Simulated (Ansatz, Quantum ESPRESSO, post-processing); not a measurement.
# Rh: work function by face, part 2 of 2

Wanted: work functions of Rh face by face, under two functionals.

Quantum ESPRESSO 7.5; plane-wave DFT, PBE, GBRV ultrasoft pseudopotentials; geometry and cross-check by Ansatz 0.2.0 with PAW datasets.

So far. Step 11 (Potential by pp.x of (100)): On (100) the work function under PBEsol lies +0.13 eV from PBE's. Step 12 (Relaxation with Ansatz of (110)): The relaxation lowers the energy by 11 meV an atom. Held were the atoms numbered 3, 4 and 5; the forces quoted are those on the free ones.

### Step 13. Ground state of (110), PBE

Level of this step: plane-wave DFT, PBE, GBRV ultrasoft pseudopotentials (Quantum ESPRESSO 7.5).

110.pbe.in reads:

```
&control
  prefix = '110.pbe'
  outdir = './out'
  pseudo_dir = './pseudo'
  calculation = 'scf'
  tprnfor = .true.
/
&system
  ibrav = 0
  nat = 7
  ntyp = 1
  ecutwfc = 40
  ecutrho = 200
  occupations = 'smearing'
  smearing = 'mv'
  degauss = 0.02
/
&electrons
  conv_thr = 1e-07
  mixing_beta = 0.4
  electron_maxstep = 120
  mixing_mode = 'local-TF'
/
ATOMIC_SPECIES
  Rh  102.9055  rh_pbe_v1.4.uspp.F.UPF
CELL_PARAMETERS angstrom
  3.80000000000000 0.00000000000000 0.00000000000000
  0.00000000000000 2.68700576850000 0.00000000000000
  0.00000000000000 0.00000000000000 24.06101730550000
ATOMIC_POSITIONS crystal
  Rh  0.000000000000 0.000000000000 0.334691004541
  Rh  0.500000000000 0.500000000000 0.385542392721
  Rh  0.000000000000 0.000000000000 0.444162673300
  Rh  0.500000000000 0.500000000000 0.500000000000
  Rh  0.000000000000 0.000000000000 0.555837326700
  Rh  0.500000000000 0.500000000000 0.614457604992
  Rh  0.000000000000 0.000000000000 0.665308993616
K_POINTS automatic
  8 12 1 0 0 0
```

Run with:

```sh
> OMP_NUM_THREADS=1 mpirun -n 4 pw.x -nk 4 -in 110.pbe.in > 110.pbe.out
```

Wall time 2.4 min (4 MPI ranks of Arm Neoverse V1, shared host); peak memory 0.79 GiB; 9.7 min of CPU time.

Numbers from this step:

| Item | Value |
| --- | --- |
| free energy | -16302.0197 eV |
| Fermi energy | 5.510 eV |

### Step 14. Electrostatic potential of (110)

110.pbe.pot.in reads:

```
&inputpp
  prefix = '110.pbe'
  outdir = './out'
  filplot = '110.pbe.pot.dat'
  plot_num = 11
/
```

Run with:

```sh
> OMP_NUM_THREADS=1 mpirun -n 4 pp.x -in 110.pbe.pot.in > 110.pbe.pot.out
```

Elapsed: 0.95 s, on 4 MPI ranks; peak memory 0.13 GiB.

Numbers from this step:

- work function of the upper face: 4.721 eV
- slope of the potential above: 2.07e-4 eV/Å
- upper vacuum line continued to the top atoms, over the Fermi level: 4.719 eV
- work function of the lower face: 4.721 eV
- slope of the potential below: -1.62e-4 eV/Å
- lower vacuum line continued to the bottom atoms, over the Fermi level: 4.720 eV

The potential energy, planar mean oscillates, so the rows of the table below give means over windows of 1.34 Å about each position, cut where the curve ends. Its maxima inside the range that stand out by 2 % of the span (Å: eV): 8.6: -10.4, 10.0: -7.84, 11.4: -8.87, 12.7: -8.87, 14.0: -7.84, 15.5: -10.4. Its minima: 8.1: -10.9, 9.2: -11.4, 10.7: -11.1, 12.0: -11.2, 13.4: -11.1, 14.8: -11.4, 15.9: -10.9.

Electrostatic potential energy of an electron; zero at the Fermi level. Potential energy, planar mean against z; means over each step:

```csv
z (Å),"potential energy, planar mean (eV)"
0.67,4.72
2.01,4.72
3.35,4.72
4.69,4.71
6.03,4.42
7.37,-2.73
8.71,-10.8
10.05,-9.33
11.39,-9.94
12.73,-9.93
14.07,-9.34
15.41,-10.8
16.75,-2.11
18.09,4.46
19.43,4.71
20.77,4.72
22.11,4.72
23.45,4.72
```

### Step 15. SCF with pw.x of (110), PBEsol

Level of this step: plane-wave DFT, PBEsol, GBRV ultrasoft pseudopotentials (Quantum ESPRESSO 7.5).

110.pbesol.in, as its differences from the input of step 13:

```diff
@@ -1,3 +1,3 @@
 &control
-  prefix = '110.pbe'
+  prefix = '110.pbesol'
   outdir = './out'
@@ -24,3 +24,3 @@
 ATOMIC_SPECIES
-  Rh  102.9055  rh_pbe_v1.4.uspp.F.UPF
+  Rh  102.9055  rh_pbesol_v1.4.uspp.F.UPF
 CELL_PARAMETERS angstrom
```

Run with:

```sh
> OMP_NUM_THREADS=1 mpirun -n 4 pw.x -nk 4 -in 110.pbesol.in > 110.pbesol.out
```

Wall time 2.5 min (4 MPI ranks); peak memory 0.97 GiB.

Read from the output:

* free energy: -16297.4543 eV
* Fermi energy: 5.383 eV

### Step 16. Electrostatic potential of (110)

110.pbesol.pot.in reads:

```
&inputpp
  prefix = '110.pbesol'
  outdir = './out'
  filplot = '110.pbesol.pot.dat'
  plot_num = 11
/
```

Run with:

```sh
> OMP_NUM_THREADS=1 mpirun -n 4 pp.x -in 110.pbesol.pot.in > 110.pbesol.pot.out
```

Wall time 0.95 s (4 MPI ranks); peak memory 0.13 GiB; 3.5 s of CPU time.

Numbers from this step:

| Item | Value |
| --- | --- |
| work function of the upper face | 4.830 eV |
| slope of the potential above | 1.83e-4 eV/Å |
| upper vacuum line continued to the top atoms, over the Fermi level | 4.829 eV |
| work function of the lower face | 4.830 eV |
| slope of the potential below | -1.43e-4 eV/Å |
| lower vacuum line continued to the bottom atoms, over the Fermi level | 4.829 eV |

On (110) the work function under PBEsol lies +0.11 eV from PBE's.

### Step 17. The series side by side

All levels:

```csv
level,work function (eV),"Ansatz, PBE (eV)",CPU time (s)
"(111), PBE",5.169,5.16,168.6
"(111), PBEsol",5.306,-,163.9
"(100), PBE",5.108,5.085,218.3
"(100), PBEsol",5.234,-,217.1
"(110), PBE",4.721,4.692,580.4
"(110), PBEsol",4.83,-,591
```

### Step 18. By hand

For (111) under PBE, on the run's own zero: φ = 11.789 − (6.620) = 5.169 eV.

### Step 19. Results

```
work function of (111), PBE    : 5.17 eV
work function of (111), PBEsol : 5.31 eV
work function of (100), PBE    : 5.11 eV
work function of (100), PBEsol : 5.23 eV
work function of (110), PBE    : 4.72 eV
work function of (110), PBEsol : 4.83 eV
```

In words: Under PBE the work functions are 5.17 eV on (111), 5.11 eV on (100) and 4.72 eV on (110). In order of packing, from 6.25 to 10.21 Å² an atom, the faces are (111), (100) and (110). The work function falls in the same order, as Smoluchowski's picture of charge smoothing over rough faces expects, though faces within 0.08 eV of each other are not told apart by these slabs. PBEsol lies +0.11 to +0.14 eV from PBE on the same atoms, nearly a rigid shift. The top two spacings change by -0.4 and +1.0 % on (111), -2.6 and +2.1 % on (100) and -8.9 and +5.0 % on (110). Ansatz, with Fermi-Dirac smearing and its own datasets, agrees within 0.03 eV under PBE. The slabs are thin and unreconstructed, at the tabulated lattice constant; thickness and mesh leave some 0.05 to 0.1 eV open. PBE lies under the measured values on every face, as gradient-corrected functionals often do.

Calculation against experiment:

| quantity | measured | PBE | PBEsol |
| --- | --- | --- | --- |
| work function of (111) (eV) | 5.46 | 5.17 (-0.29 eV) | 5.31 (-0.15 eV) |
| work function of (100) (eV) | 5.3 | 5.11 (-0.19 eV) | 5.23 (-0.07 eV) |
| work function of (110) (eV) | 4.86 | 4.72 (-0.14 eV) | 4.83 (-0.03 eV) |

Measured values from arxiv:1902.07811 (2019).

Verdict: The grades are ours: good and fair within 3 and 7 % for the work function of (111), 3 and 7 % for the work function of (100) and 3 and 7 % for the work function of (110). Other measurements of the same face can differ from the value quoted by 0.1 to 0.2 eV.

[Logs are printed without paths, hosts, clocks, repeated set-up lines and the standing remarks that a program may print on its own settings, such as how far it seeks lower states.]

[Hosts, paths, dates, database ids (printed as entryN), source tags and the programs' standing remarks are cut or masked in the printed files.]

[Maps of the electrostatic potential energy from Ansatz leave out the sawtooth potential of an applied field or a dipole correction, so their vacuum need not be flat; planar profiles and work functions include it.]
